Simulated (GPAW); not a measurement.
# H-GaAs-Cl chair monolayer: work function by functional and basis

Aim: the work function of both faces of H-GaAs-Cl chair monolayer, and its spread over functionals and bases. Where a layer proves gapped, the work function hangs on where the smearing puts the Fermi level, and the band edges take its place.

Method: GPAW, PAW setups; layer in a repeated cell with vacuum, relaxation of atoms and in-plane cell, in the first sound run; inputs show where later runs differ, in GPAW 26.7.0.

This is a report of a sequence of runs, with most program output left out.

**1. The structure**

The cell holds 4 atoms: 1 Cl, 1 As, 1 Ga and 1 H. Its edges and angles: a = 3.977 Å, b = 3.977 Å, c = 20.543 Å, α = 90.0°, β = 90.0°, γ = 120.0°. Vacuum lies along c.

**2. Relaxing the atoms**

The atoms are relaxed first, since the surface dipole, and with it the work function, follows the positions of the outer layers.

Contents of run.py:

```python
import json
import numpy as np
from ase import Atoms
from ase.filters import FrechetCellFilter
from ase.optimize import BFGS
from gpaw import GPAW, PW

slab = Atoms(
    ['Cl', 'As', 'Ga', 'H'],
    positions=[
        [1.98825, 1.14792, 8.00000],
        [1.98825, 1.14792, 10.21000],
        [-0.00000, 2.29583, 11.01333],
        [-0.00000, 2.29583, 12.54333]],
    cell=[[3.9765, 0.0, 0.0], [-1.98825, 3.44375, 0.0], [0.0, 0.0, 20.5433]],
    pbc=[True, True, True])

slab.calc = GPAW(mode=PW(600), xc='PBE', kpts={'size': (9, 9, 1), 'gamma': True},
                 occupations={'name': 'fermi-dirac', 'width': 0.05}, nbands='200%',
                 convergence={'density': 1e-05}, maxiter=200,
                 symmetry={'tolerance': 1e-3}, txt='slab.txt')
result = {}
# The in-plane cell is free; stress needs a cell that repeats along all three vectors
path = []
opt = BFGS(FrechetCellFilter(slab, mask=[1, 1, 0, 0, 0, 1]), maxstep=0.2)
opt.attach(lambda: path.append((slab.get_potential_energy(), slab.positions.tolist(), slab.get_forces().tolist())))
result['relaxed'] = bool(opt.run(fmax=0.02, steps=45))
result['path'] = path
result['cell'] = slab.cell.tolist()
print('in-plane lattice', slab.cell.cellpar().round(4)[[0, 1, 5]])
energy = slab.get_potential_energy()
fermi = slab.calc.get_fermi_level()
v = slab.calc.get_electrostatic_potential().mean((0, 1)) - fermi
n = slab.calc.get_pseudo_density().mean((0, 1))
L = slab.cell[2, 2]
z = np.arange(len(v)) * L / len(v)
low, high = slab.positions[:, 2].min(), slab.positions[:, 2].max()
below, above = np.interp([low - 5.8, high + 5.8], z, v)
slopes = [np.interp(x, z, np.gradient(v, z)) for x in (low - 5.8, high + 5.8)]
eps = np.array([[slab.calc.get_eigenvalues(k, s) for k in range(len(slab.calc.get_ibz_k_points()))]
                for s in range(slab.calc.get_number_of_spins())]) - fermi
top, bottom = eps[eps < 0].max(), eps[eps > 0].min()
dipole = slab.get_dipole_moment()[2]
print(f'energy {energy:.4f} eV, Fermi level {fermi:.4f} eV, dipole {dipole:.5f} e A')
print(f'potential 5.8 A off the faces, from the Fermi level: lower {below:.4f} eV, upper {above:.4f} eV')
print(f'slope of the potential there: lower {slopes[0]:.5f}, upper {slopes[1]:.5f} eV/A')
print(f'nearest levels on the mesh: {top:.4f} and {bottom:.4f} eV')
print('magnetic moment', round(slab.get_magnetic_moment(), 3))
result.update(energy=energy, fermi=fermi, dipole=dipole, below=below, above=above, slopes=slopes, edges=[top, bottom],
              z=z.tolist(), v=v.tolist(), n=n.tolist(), positions=slab.positions.tolist(),
              forces=slab.get_forces(apply_constraint=False).tolist(), moments=slab.get_magnetic_moments().tolist())
json.dump(result, open('result.json', 'w'))
```

Command:

```console
> OMP_NUM_THREADS=1 OPENBLAS_NUM_THREADS=1 python run.py
```

Elapsed: 7.4 min, on 1 thread of Arm Neoverse V1, shared host; peak memory 0.41 GiB.

Numbers from this step:

```yaml
dipole_along_the_normal: 0.06359 e·Å
levels_nearest_the_fermi_level_on_the_mesh: -0.6228, 0.5823 eV from the Fermi level
```

Table of electrostatic potential energy of an electron (without an applied field's), less the Fermi level, planar mean by z:

```
z (Å)  electrostatic potential energy of an electron (without an applied field's), less the Fermi level, planar mean (eV)
    0                                                                                                                5.29
    1                                                                                                                5.33
    2                                                                                                                5.37
    3                                                                                                                5.40
    4                                                                                                                5.44
    5                                                                                                                5.48
    6                                                                                                                5.50
    7                                                                                                                4.72
    8                                                                                                               -7.87
    9                                                                                                                2.67
   10                                                                                                               -9.52
   11                                                                                                               -9.45
   12                                                                                                                2.35
   13                                                                                                                4.19
   14                                                                                                                5.00
   15                                                                                                                5.08
   16                                                                                                                5.12
   17                                                                                                                5.16
   18                                                                                                                5.19
   19                                                                                                                5.23
   20                                                                                                                5.27
```

Table of pseudo valence density, planar mean by z:

```csv
z (Å),"pseudo valence density, planar mean (e/Å³)"
4.5,8.6e-6
5.0,4.8e-5
5.5,2.8e-4
6.0,0.00162
6.5,0.00980
7.0,0.0595
7.5,0.247
8.0,0.309
8.5,0.261
9.0,0.124
9.5,0.155
10.0,0.203
10.5,0.296
11.0,0.120
11.5,0.140
12.0,0.0932
12.5,0.0935
13.0,0.0382
13.5,0.00926
14.0,0.00207
14.5,4.6e-4
15.0,9.9e-5
15.5,2.1e-5
```

The relaxation lowered the energy of the cell by 0.113 eV (energies extrapolated to zero smearing; the optimiser's log prints free energies). The largest force left on a free atom is 0.0088 eV/Å.

**3. The slab's potential**

The work function is the vacuum plateau of the electrostatic potential less the Fermi level; a dipole layer lets the two faces have plateaus of their own.

This step: GPAW, PAW setups; slab in vacuum (GPAW 26.7.0).

Edit run.py of step 2 so:

```diff
@@ -3,4 +3,2 @@
 from ase import Atoms
-from ase.filters import FrechetCellFilter
-from ase.optimize import BFGS
 from gpaw import GPAW, PW
@@ -10,22 +8,15 @@
     positions=[
-        [1.98825, 1.14792, 8.00000],
-        [1.98825, 1.14792, 10.21000],
-        [-0.00000, 2.29583, 11.01333],
-        [-0.00000, 2.29583, 12.54333]],
-    cell=[[3.9765, 0.0, 0.0], [-1.98825, 3.44375, 0.0], [0.0, 0.0, 20.5433]],
-    pbc=[True, True, True])
+        [2.06317, 1.19117, 8.00000],
+        [2.06317, 1.19117, 10.19261],
+        [-0.00000, 2.38234, 10.96884],
+        [-0.00000, 2.38234, 12.57093]],
+    cell=[[4.12633, -0.0, 0.0], [-2.06317, 3.57351, 0.0], [0.0, 0.0, 20.5709]],
+    pbc=[True, True, False])
 
-slab.calc = GPAW(mode=PW(600), xc='PBE', kpts={'size': (9, 9, 1), 'gamma': True},
+slab.calc = GPAW(mode=PW(500), xc='PBE', kpts={'size': (9, 9, 1), 'gamma': True},
                  occupations={'name': 'fermi-dirac', 'width': 0.05}, nbands='200%',
                  convergence={'density': 1e-05}, maxiter=200,
+                 poissonsolver={'dipolelayer': 'xy'},
                  symmetry={'tolerance': 1e-3}, txt='slab.txt')
 result = {}
-# The in-plane cell is free; stress needs a cell that repeats along all three vectors
-path = []
-opt = BFGS(FrechetCellFilter(slab, mask=[1, 1, 0, 0, 0, 1]), maxstep=0.2)
-opt.attach(lambda: path.append((slab.get_potential_energy(), slab.positions.tolist(), slab.get_forces().tolist())))
-result['relaxed'] = bool(opt.run(fmax=0.02, steps=45))
-result['path'] = path
-result['cell'] = slab.cell.tolist()
-print('in-plane lattice', slab.cell.cellpar().round(4)[[0, 1, 5]])
 energy = slab.get_potential_energy()
```

Wall time 34 s (1 thread); peak memory 0.27 GiB.

This step gave:

```yaml
dipole_along_the_normal: 0.04854 e·Å
levels_nearest_the_fermi_level_on_the_mesh: -0.6210, 0.5805 eV from the Fermi level
upper_work_function: 4.982 eV
lower_work_function: 5.581 eV
upper_ionisation_energy: 5.603 eV
```

Electrostatic potential energy of an electron (without an applied field's), less the Fermi level, planar mean against z:

z (Å), electrostatic potential energy of an electron (without an applied field's), less the Fermi level, planar mean (eV) and a bar from the least value:
```
      0.0        5.3 #############################
      0.5        5.6 ##############################
      1.0        5.6 ##############################
      1.5        5.6 ##############################
      2.0        5.6 ##############################
      2.5        5.6 ##############################
      3.0        5.6 ##############################
      3.5        5.6 ##############################
      4.0        5.6 ##############################
      4.5        5.6 ##############################
      5.0        5.6 ##############################
      5.5        5.6 ##############################
      6.0        5.6 ##############################
      6.5        5.4 ##############################
      7.0        4.7 #############################
      7.5        0.7 ######################
      8.0       -8.0 #######
      8.5       -0.1 ####################
      9.0        2.7 #########################
      9.5       -0.8 ###################
     10.0       -9.7 ####
     10.5      -11.8 
     11.0       -9.4 ####
     11.5       -2.2 #################
     12.0        2.4 ########################
     12.5        2.8 #########################
     13.0        4.2 ############################
     13.5        4.8 #############################
     14.0        4.9 #############################
     14.5        5.0 #############################
     15.0        5.0 #############################
     15.5        5.0 #############################
     16.0        5.0 #############################
     16.5        5.0 #############################
     17.0        5.0 #############################
     17.5        5.0 #############################
     18.0        5.0 #############################
     18.5        5.0 #############################
     19.0        5.0 #############################
     19.5        5.0 #############################
     20.0        5.0 #############################
```

Pseudo valence density, planar mean against z:

```csv
z (Å),"pseudo valence density, planar mean (e/Å³)"
0.00,-6.7e-7
0.57,7.2e-7
1.14,-7.5e-7
1.71,8.1e-7
2.29,-8.5e-7
2.67,-8.7e-7
3.24,1.1e-6
3.81,0
4.38,6.5e-6
4.95,3.8e-5
5.52,3.0e-4
6.10,0.00231
6.67,0.0184
7.24,0.131
7.62,0.300
8.19,0.320
8.76,0.167
9.33,0.125
9.90,0.211
10.48,0.304
11.05,0.103
11.62,0.131
12.19,0.0900
12.76,0.0666
13.14,0.0252
13.71,0.00472
14.29,8.4e-4
14.86,1.5e-4
15.43,2.7e-5
16.00,4.3e-6
16.57,1.2e-6
17.14,0
17.71,5.1e-7
18.09,5.2e-7
18.67,-5.4e-7
19.24,5.9e-7
19.81,-6.2e-7
20.38,6.7e-7
```

The layer is gapped, so the Fermi level lies somewhere inside the gap, set by smearing and numerics, and these work functions are no property of the material; the band edges below the vacuum level are. The potential is flat to 7.0e-5 eV/Å where it is read, so the vacuum is wide enough.

**4. Self-consistent run: xc = "revPBE"**

The same geometry under revPBE, to see how far the functional moves the levels against the vacuum.

Edit run.py of step 3 so:

```diff
@@ -15,3 +15,3 @@
 
-slab.calc = GPAW(mode=PW(500), xc='PBE', kpts={'size': (9, 9, 1), 'gamma': True},
+slab.calc = GPAW(mode=PW(500), xc='revPBE', kpts={'size': (9, 9, 1), 'gamma': True},
                  occupations={'name': 'fermi-dirac', 'width': 0.05}, nbands='200%',
```

It took 34 s on 1 thread; peak memory 0.27 GiB.

This step gave:

- dipole along the normal: 0.04595 e·Å
- levels nearest the Fermi level on the mesh: -0.6628, 0.6222 eV from the Fermi level
- upper work function: 4.903 eV
- lower work function: 5.470 eV
- upper ionisation energy: 5.566 eV

Electrostatic potential energy of an electron (without an applied field's), less the Fermi level, planar mean against z:

z (Å), electrostatic potential energy of an electron (without an applied field's), less the Fermi level, planar mean (eV) and a bar from the least value:
```
      0.0        5.2 ##############################
      0.5        5.5 ##############################
      1.0        5.5 ##############################
      1.5        5.5 ##############################
      2.0        5.5 ##############################
      2.5        5.5 ##############################
      3.0        5.5 ##############################
      3.5        5.5 ##############################
      4.0        5.5 ##############################
      4.5        5.5 ##############################
      5.0        5.5 ##############################
      5.5        5.5 ##############################
      6.0        5.4 ##############################
      6.5        5.3 ##############################
      7.0        4.6 #############################
      7.5        0.6 ######################
      8.0       -8.1 #######
      8.5       -0.2 ####################
      9.0        2.5 #########################
      9.5       -0.9 ###################
     10.0       -9.8 ####
     10.5      -11.9 
     11.0       -9.5 ####
     11.5       -2.3 #################
     12.0        2.3 ########################
     12.5        2.7 #########################
     13.0        4.1 ############################
     13.5        4.7 #############################
     14.0        4.9 #############################
     14.5        4.9 #############################
     15.0        4.9 #############################
     15.5        4.9 #############################
     16.0        4.9 #############################
     16.5        4.9 #############################
     17.0        4.9 #############################
     17.5        4.9 #############################
     18.0        4.9 #############################
     18.5        4.9 #############################
     19.0        4.9 #############################
     19.5        4.9 #############################
     20.0        4.9 #############################
```

The pseudo valence density, planar mean by z:

| z (Å) | pseudo valence density, planar mean (e/Å³) |
| --- | --- |
| 4.5 | 8.6e-6 |
| 5.0 | 5.0e-5 |
| 5.5 | 2.8e-4 |
| 6.0 | 0.00172 |
| 6.5 | 0.0102 |
| 7.0 | 0.0623 |
| 7.5 | 0.249 |
| 8.0 | 0.306 |
| 8.5 | 0.258 |
| 9.0 | 0.123 |
| 9.5 | 0.156 |
| 10.0 | 0.203 |
| 10.5 | 0.301 |
| 11.0 | 0.120 |
| 11.5 | 0.137 |
| 12.0 | 0.0921 |
| 12.5 | 0.0918 |
| 13.0 | 0.0382 |
| 13.5 | 0.00906 |
| 14.0 | 0.00207 |
| 14.5 | 4.5e-4 |
| 15.0 | 1.0e-4 |
| 15.5 | 2.3e-5 |

Force by atom:

| atom | x (eV/Å) | y (eV/Å) | z (eV/Å) | size |
| --- | --- | --- | --- | --- |
| Cl1 | 0.000 | 0.000 | -0.113 | 0.113 |
| As2 | 0.000 | 0.000 | 0.003 | 0.003 |
| Ga3 | 0.000 | 0.000 | 0.032 | 0.032 |
| H4 | 0.000 | 0.000 | 0.076 | 0.076 |

The highest filled level lies 0.663 eV under the Fermi level, so the ionisation energy from the upper face is 4.903 + 0.663 = 5.566 eV, against 5.603 eV in the base run.

**5. Self-consistent run: xc = "LDA"**

The same geometry under LDA, to see how far the functional moves the levels against the vacuum.

Edit run.py of step 4 so:

```diff
@@ -15,3 +15,3 @@
 
-slab.calc = GPAW(mode=PW(500), xc='revPBE', kpts={'size': (9, 9, 1), 'gamma': True},
+slab.calc = GPAW(mode=PW(500), xc='LDA', kpts={'size': (9, 9, 1), 'gamma': True},
                  occupations={'name': 'fermi-dirac', 'width': 0.05}, nbands='200%',
```

Run time: 34 s. Hardware: 1 thread; peak memory 0.25 GiB.

This step gave:

```yaml
dipole_along_the_normal: 0.05779 e·Å
levels_nearest_the_fermi_level_on_the_mesh: -0.5293, 0.4888 eV from the Fermi level
upper_work_function: 5.143 eV
lower_work_function: 5.856 eV
upper_ionisation_energy: 5.672 eV
```

The highest filled level lies 0.529 eV under the Fermi level, so the ionisation energy from the upper face is 5.143 + 0.529 = 5.672 eV, against 5.603 eV in the base run.

**6. OptPBE vdW: xc = "optPBE-vdW"**

The same geometry under optPBE-vdW, to see how far the functional moves the levels against the vacuum (the van der Waals functionals take revPBE setups).

Edit run.py of step 5 so:

```diff
@@ -15,3 +15,3 @@
 
-slab.calc = GPAW(mode=PW(500), xc='LDA', kpts={'size': (9, 9, 1), 'gamma': True},
+slab.calc = GPAW(mode=PW(500), xc='optPBE-vdW', kpts={'size': (9, 9, 1), 'gamma': True},
                  occupations={'name': 'fermi-dirac', 'width': 0.05}, nbands='200%',
```

Elapsed: 58 s, on 1 thread; peak memory 0.58 GiB.

Numbers from this step:

```
dipole along the normal                    : 0.04527 e·Å
levels nearest the Fermi level on the mesh : -0.6205, 0.5799 eV from the Fermi level
upper work function                        : 5.221 eV
lower work function                        : 5.780 eV
upper ionisation energy                    : 5.842 eV
```

The highest filled level lies 0.621 eV under the Fermi level, so the ionisation energy from the upper face is 5.221 + 0.621 = 5.842 eV, against 5.603 eV in the base run.

**7. Self-consistent run: xc = "RPBE"**

The same geometry under RPBE, to see how far the functional moves the levels against the vacuum.

Edit run.py of step 6 so:

```diff
@@ -15,3 +15,3 @@
 
-slab.calc = GPAW(mode=PW(500), xc='optPBE-vdW', kpts={'size': (9, 9, 1), 'gamma': True},
+slab.calc = GPAW(mode=PW(500), xc='RPBE', kpts={'size': (9, 9, 1), 'gamma': True},
                  occupations={'name': 'fermi-dirac', 'width': 0.05}, nbands='200%',
```

Elapsed: 35 s, on 1 thread; peak memory 0.27 GiB.

Numbers from this step:

```
dipole along the normal                    : 0.04561 e·Å
levels nearest the Fermi level on the mesh : -0.6737, 0.6330 eV from the Fermi level
upper work function                        : 4.911 eV
lower work function                        : 5.474 eV
upper ionisation energy                    : 5.585 eV
```

The highest filled level lies 0.674 eV under the Fermi level, so the ionisation energy from the upper face is 4.911 + 0.674 = 5.585 eV, against 5.603 eV in the base run.

(Continued in part 2 of 2.)

[Logs are printed without paths, hosts, clocks, repeated set-up lines and the standing remarks that a program may print on its own settings, such as how far it seeks lower states.]

[Hosts, paths, dates, database ids (printed as entryN), source tags and the programs' standing remarks are cut or masked in the printed files.]
